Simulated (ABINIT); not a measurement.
# GaN (F-43m): G0W0 in ABINIT against the plane-wave cutoff

Wanted: the cheapest plane-wave cutoff that holds the gap of GaN (F-43m).

Program: ABINIT 10.8.3. Level of theory: PBE and many-body steps on it, plane waves. Results are calculated unless marked as measured.

This is a report of a sequence of runs, with most program output left out.

### 1. Set-up

Symmetry: F-43m, No. 216, cubic system. Conventional cell: a = 4.507 Å, b = 4.507 Å, c = 4.507 Å, α = 90.00°, β = 90.00°, γ = 90.00°. Nearest to Ga lie 4 N at 1.95 Å. Nearest to N lie 4 Ga at 1.95 Å. Farther neighbours and most contacts between anions are not listed.

The cell and positions are those that the Materials Project relaxed with its own functionals (PBE, PBE+U or r2SCAN), kept fixed. This is not the form that GaN usually takes at ambient conditions.

### 2. Empty states on the mesh, 6×6×6 mesh, 432 bands

This step: ABINIT 10.8.3; DFT, PBE, plane waves, norm-conserving pseudopotentials.

The sums over transitions need many empty states on a uniform mesh; this step solves for them.

The input, run.abi:

```
acell 3*1.0 Angstrom
rprim 
  0.000000000000 2.253500607500 2.253500607500
  2.253500607500 0.000000000000 2.253500607500
  2.253500607500 2.253500607500 0.000000000000
ntypat 2
znucl 31 7
natom 2
typat 1 2
xred 
  0.000000000000 0.000000000000 0.000000000000
  0.750000000000 0.750000000000 0.750000000000
pp_dirpath "pseudos"
pseudos "Ga.upf, N.upf"
ecut 36
ngkpt 6 6 6
nshiftk 1
shiftk 0 0 0
kptopt 1
chksymbreak 0
irdden 1
istwfk *1
nband 432
prtvol 0
optdriver 6
gwr_task "HDIAGO"
paral_kgb 0
occopt 1
indata_prefix "in"
outdata_prefix "out"
tmpdata_prefix "tmp"
```

Run with:

```sh
$ OMP_NUM_THREADS=1 mpirun -n 8 abinit run.abi > log
```

Wall time 10 s (8 MPI ranks of Arm Neoverse V2, shared host); peak memory 1.6 GiB.

Numbers from this step:

```
gap                                                           : 1.759 eV
k of the valence top                                          : 0, 0, 0
k of the conduction bottom                                    : 0, 0, 0
least direct gap                                              : 1.759 eV
k points computed                                             : 16
lowest point of the top converged band, above the valence top : 381.1904 eV
```

On this mesh the gap is 1.759 eV.

The density comes from a self-consistent run that is not shown.

### 3. Empty states on the mesh, 6×6×6 mesh, 122 bands

run.abi, as its differences from that of step 2:

```diff
@@ -14,3 +14,3 @@
 pseudos "Ga.upf, N.upf"
-ecut 36
+ecut 22
 ngkpt 6 6 6
@@ -22,3 +22,3 @@
 istwfk *1
-nband 432
+nband 122
 prtvol 0
```

Elapsed: 2.9 s, on 8 MPI ranks; peak memory 0.1 GiB; 23 s of CPU time.

This step gave:

```
gap                                                           : 1.627 eV
k of the valence top                                          : 0, 0, 0
k of the conduction bottom                                    : 0, 0, 0
least direct gap                                              : 1.627 eV
k points computed                                             : 16
lowest point of the top converged band, above the valence top : 139.1109 eV
```

On this mesh the gap is 1.627 eV.

### 4. Empty states on the mesh, 6×6×6 mesh, 122 bands

run.abi, as its differences from that of step 3:

```diff
@@ -14,3 +14,3 @@
 pseudos "Ga.upf, N.upf"
-ecut 22
+ecut 29
 ngkpt 6 6 6
```

It took 4.8 s on 8 MPI ranks; peak memory 1 GiB; 38 s of CPU time.

This step gave:

```
gap                                                           : 1.737 eV
k of the valence top                                          : 0, 0, 0
k of the conduction bottom                                    : 0, 0, 0
least direct gap                                              : 1.737 eV
k points computed                                             : 16
lowest point of the top converged band, above the valence top : 138.4930 eV
```

On this mesh the gap is 1.737 eV.

### 5. Empty states on the mesh, 6×6×6 mesh, 122 bands

run.abi, as its differences from that of step 4:

```diff
@@ -14,3 +14,3 @@
 pseudos "Ga.upf, N.upf"
-ecut 29
+ecut 45
 ngkpt 6 6 6
```

The job ended after 19 s (8 MPI ranks; peak memory 2.6 GiB; 2.6 min of CPU time).

This step gave:

* gap: 1.758 eV
* k of the valence top: 0, 0, 0
* k of the conduction bottom: 0, 0, 0
* least direct gap: 1.758 eV
* k points computed: 16
* lowest point of the top converged band, above the valence top: 138.3365 eV

On this mesh the gap is 1.758 eV.

### 6. Screening, 6×6×6 mesh, 114 bands, screening to 261.2 eV

The RPA dielectric matrix is built and inverted for each q.

This step: RPA screening on PBE, plane waves, norm-conserving pseudopotentials.

run.abi, as its differences from that of step 5:

```diff
@@ -14,3 +14,3 @@
 pseudos "Ga.upf, N.upf"
-ecut 45
+ecut 22
 ngkpt 6 6 6
@@ -20,10 +20,11 @@
 chksymbreak 0
-irdden 1
 istwfk *1
-nband 122
-prtvol 0
-optdriver 6
-gwr_task "HDIAGO"
-paral_kgb 0
 occopt 1
+irdwfk 1
+optdriver 3
+nband 114
+ecuteps 9.6
+inclvkb 2
+awtr 1
+symchi 1
 indata_prefix "in"
```

It took 54 s on 8 MPI ranks; peak memory 1.3 GiB.

Numbers from this step:

* ε∞ with local fields, on this mesh, along the program's q direction: 6.807
* the same without local fields: 7.324
* plasma frequency: 32.93 eV
* plane waves in the screening matrix: 229

Local fields lower ε∞ by 7 %.

### 7. 22 Ha

This step: G0W0 on PBE, plane waves, norm-conserving pseudopotentials.

run.abi, as its differences from that of step 6:

```diff
@@ -23,8 +23,15 @@
 irdwfk 1
-optdriver 3
+optdriver 4
 nband 114
+gwcalctyp 0
+ecutsigx 22
+symsigma 1
+nkptgw 1
+kptgw 
+  0.0000000000 0.0000000000 0.0000000000
+bdgw 
+  7 13
 ecuteps 9.6
-inclvkb 2
-awtr 1
-symchi 1
+irdscr 1
+ppmodel 1
 indata_prefix "in"
```

It took 5.4 s on 8 MPI ranks; peak memory 1.1 GiB; 42 s of CPU time.

Numbers from this step:

```
G0W0 gap on the points computed              : 1.908 eV
starting gap on the mesh                     : 1.627 eV
k of the valence top                         : 0, 0, 0
k of the conduction bottom                   : 0, 0, 0
Z at the valence top                         : 0.796
Z at the conduction bottom                   : 0.819
least direct G0W0 gap on the computed points : 1.908 eV
```

### 8. Screening, 6×6×6 mesh, 114 bands, screening to 261.2 eV

This step: RPA screening on PBE, plane waves, norm-conserving pseudopotentials.

run.abi, as its differences from that of step 7:

```diff
@@ -14,3 +14,3 @@
 pseudos "Ga.upf, N.upf"
-ecut 22
+ecut 29
 ngkpt 6 6 6
@@ -23,15 +23,8 @@
 irdwfk 1
-optdriver 4
+optdriver 3
 nband 114
-gwcalctyp 0
-ecutsigx 22
-symsigma 1
-nkptgw 1
-kptgw 
-  0.0000000000 0.0000000000 0.0000000000
-bdgw 
-  7 13
 ecuteps 9.6
-irdscr 1
-ppmodel 1
+inclvkb 2
+awtr 1
+symchi 1
 indata_prefix "in"
```

Run time: 52 s. Hardware: 8 MPI ranks; peak memory 1.3 GiB; 6.9 min of CPU time.

This step gave:

| Quantity | Value |
| --- | --- |
| ε∞ with local fields, on this mesh, along the program's q direction | 6.439 |
| the same without local fields | 6.936 |
| plasma frequency | 32.93 eV |
| plane waves in the screening matrix | 229 |

### 9. 29 Ha

The self-energy is evaluated for the states that the input lists, and the levels follow from it, in one-shot runs by the linearised quasiparticle equation.

This step: G0W0 on PBE, plane waves, norm-conserving pseudopotentials.

run.abi, as its differences from that of step 8:

```diff
@@ -23,8 +23,15 @@
 irdwfk 1
-optdriver 3
+optdriver 4
 nband 114
+gwcalctyp 0
+ecutsigx 29
+symsigma 1
+nkptgw 1
+kptgw 
+  0.0000000000 0.0000000000 0.0000000000
+bdgw 
+  7 13
 ecuteps 9.6
-inclvkb 2
-awtr 1
-symchi 1
+irdscr 1
+ppmodel 1
 indata_prefix "in"
```

Run time: 5.4 s. Hardware: 8 MPI ranks; peak memory 1.2 GiB; 43 s of CPU time.

Numbers from this step:

```yaml
g0w0_gap_on_the_points_computed: 2.062 eV
starting_gap_on_the_mesh: 1.737 eV
k_of_the_valence_top: 0, 0, 0
k_of_the_conduction_bottom: 0, 0, 0
z_at_the_valence_top: 0.796
z_at_the_conduction_bottom: 0.82
least_direct_g0w0_gap_on_the_computed_points: 2.062 eV
```

The gap on the mesh goes from 1.74 eV to 2.06 eV, a correction of +0.33 eV.

### 10. Screening, 6×6×6 mesh, 114 bands, screening to 261.2 eV

This step: RPA screening on PBE, plane waves, norm-conserving pseudopotentials.

run.abi, as its differences from that of step 9:

```diff
@@ -14,3 +14,3 @@
 pseudos "Ga.upf, N.upf"
-ecut 29
+ecut 36
 ngkpt 6 6 6
@@ -23,15 +23,8 @@
 irdwfk 1
-optdriver 4
+optdriver 3
 nband 114
-gwcalctyp 0
-ecutsigx 29
-symsigma 1
-nkptgw 1
-kptgw 
-  0.0000000000 0.0000000000 0.0000000000
-bdgw 
-  7 13
 ecuteps 9.6
-irdscr 1
-ppmodel 1
+inclvkb 2
+awtr 1
+symchi 1
 indata_prefix "in"
```

Run time: 49 s. Hardware: 8 MPI ranks; peak memory 1.4 GiB; 6.5 min of CPU time.

Numbers from this step:

* ε∞ with local fields, on this mesh, along the program's q direction: 6.387
* the same without local fields: 6.883
* plasma frequency: 32.93 eV
* plane waves in the screening matrix: 229

### 11. 36 Ha

This step: G0W0 on PBE, plane waves, norm-conserving pseudopotentials.

run.abi, as its differences from that of step 10:

```diff
@@ -23,8 +23,15 @@
 irdwfk 1
-optdriver 3
+optdriver 4
 nband 114
+gwcalctyp 0
+ecutsigx 36
+symsigma 1
+nkptgw 1
+kptgw 
+  0.0000000000 0.0000000000 0.0000000000
+bdgw 
+  7 13
 ecuteps 9.6
-inclvkb 2
-awtr 1
-symchi 1
+irdscr 1
+ppmodel 1
 indata_prefix "in"
```

Elapsed: 5.7 s, on 8 MPI ranks; peak memory 1.2 GiB.

This step gave:

```
G0W0 gap on the points computed              : 2.107 eV
starting gap on the mesh                     : 1.759 eV
k of the valence top                         : 0, 0, 0
k of the conduction bottom                   : 0, 0, 0
least direct G0W0 gap on the computed points : 2.107 eV
```

Against the run before, the gap moves by +0.045 eV.

### 12. Screening, 6×6×6 mesh, 114 bands, screening to 261.2 eV

This step: RPA screening on PBE, plane waves, norm-conserving pseudopotentials.

run.abi, as its differences from that of step 11:

```diff
@@ -14,3 +14,3 @@
 pseudos "Ga.upf, N.upf"
-ecut 36
+ecut 45
 ngkpt 6 6 6
@@ -23,15 +23,8 @@
 irdwfk 1
-optdriver 4
+optdriver 3
 nband 114
-gwcalctyp 0
-ecutsigx 36
-symsigma 1
-nkptgw 1
-kptgw 
-  0.0000000000 0.0000000000 0.0000000000
-bdgw 
-  7 13
 ecuteps 9.6
-irdscr 1
-ppmodel 1
+inclvkb 2
+awtr 1
+symchi 1
 indata_prefix "in"
```

It took 64 s on 8 MPI ranks; peak memory 1.7 GiB; 8.5 min of CPU time.

This step gave:

```yaml
eps_infinity_with_local_fields_on_this_mesh_along_the_program_s_q_direction: 6.387
the_same_without_local_fields: 6.883
plasma_frequency: 32.93 eV
plane_waves_in_the_screening_matrix: 229
```

### 13. 45 Ha

This step: G0W0 on PBE, plane waves, norm-conserving pseudopotentials.

run.abi, as its differences from that of step 12:

```diff
@@ -23,8 +23,15 @@
 irdwfk 1
-optdriver 3
+optdriver 4
 nband 114
+gwcalctyp 0
+ecutsigx 45
+symsigma 1
+nkptgw 1
+kptgw 
+  0.0000000000 0.0000000000 0.0000000000
+bdgw 
+  7 13
 ecuteps 9.6
-inclvkb 2
-awtr 1
-symchi 1
+irdscr 1
+ppmodel 1
 indata_prefix "in"
```

Run time: 5.9 s. Hardware: 8 MPI ranks; peak memory 1.3 GiB.

This step gave:

* G0W0 gap on the points computed: 2.116 eV
* starting gap on the mesh: 1.758 eV
* k of the valence top: 0, 0, 0
* k of the conduction bottom: 0, 0, 0
* least direct G0W0 gap on the computed points: 2.116 eV

Against the run before, the gap moves by +0.009 eV.

### 14. Side by side

Times are wall times on 8 MPI ranks of Arm Neoverse V2, shared host, good to a factor of about two. A run's time includes the screening step that it read.

| run | mesh | bands | screening cutoff (eV) | DFT gap (eV) | gap on the mesh (eV) | direct (eV) | ε∞ used | time |
| --- | --- | --- | --- | --- | --- | --- | --- | --- |
| 22 Ha | 6×6×6 | 114 | 261.2 | 1.627 | 1.908 | 1.908 | 6.81 | 59 s |
| 29 Ha | 6×6×6 | 114 | 261.2 | 1.737 | 2.062 | 2.062 | 6.44 | 58 s |
| 36 Ha | 6×6×6 | 114 | 261.2 | 1.759 | 2.107 | 2.107 | 6.39 | 55 s |
| 45 Ha | 6×6×6 | 114 | 261.2 | 1.758 | 2.116 | 2.116 | 6.39 | 70 s |

### 15. Results

```yaml
22_ha: 1.908 eV
29_ha: 2.062 eV
36_ha: 2.107 eV
45_ha: 2.116 eV
known_limits: not at the basis limit; exchange with frozen shells missing; no spin-orbit coupling
```

The setting moved: plane-wave cutoff. From 22 Ha to 45 Ha the gap moves by +0.21 eV. It holds to 0.03 eV from 36 Ha on. Bands and screening cutoff are coupled, so a series along one setting does not show full convergence. Bands and cutoff are finite, so the gap is not at the basis limit. The miss can reach some tenths of an eV and take either sign; the mesh is an error of its own. In the G0W0 runs levels were corrected at 1 k point alone, so a gap called «on the mesh» is the least over those, and an edge elsewhere would be missed. The norm-conserving file of at least one element keeps a d shell over frozen s and p shells of the same row. Exchange with those shells is missing from the self-energy, an error of 0.3 to 0.9 eV in cases checked, whose sign depends on which edge lies on those atoms. The many-body steps are scalar-relativistic: spin-orbit coupling is not in them.

[Paths, hosts, dates, memory and timing lines, banners, echoed tables and standing remarks are left out of the program output.]

[Logs are printed without paths, hosts, clocks, repeated set-up lines and the standing remarks that a program may print on its own settings, such as how far it seeks lower states.]

[Runs of the session that timed out or met a known fault of the program may be left out.]

[Hosts, paths, dates, database ids (printed as entryN), source tags and the programs' standing remarks are cut or masked in the printed files.]

[G0W0 gaps are taken among the corrected bands and points alone; a level outside them can change the order at an edge.]

[Where Ansatz stands beside ABINIT at settings called matched, ABINIT's density can come from a denser mesh and the files from another edition; pairs whose starting gaps differed by over 0.03 eV were left out, so agreement reads better than it is.]
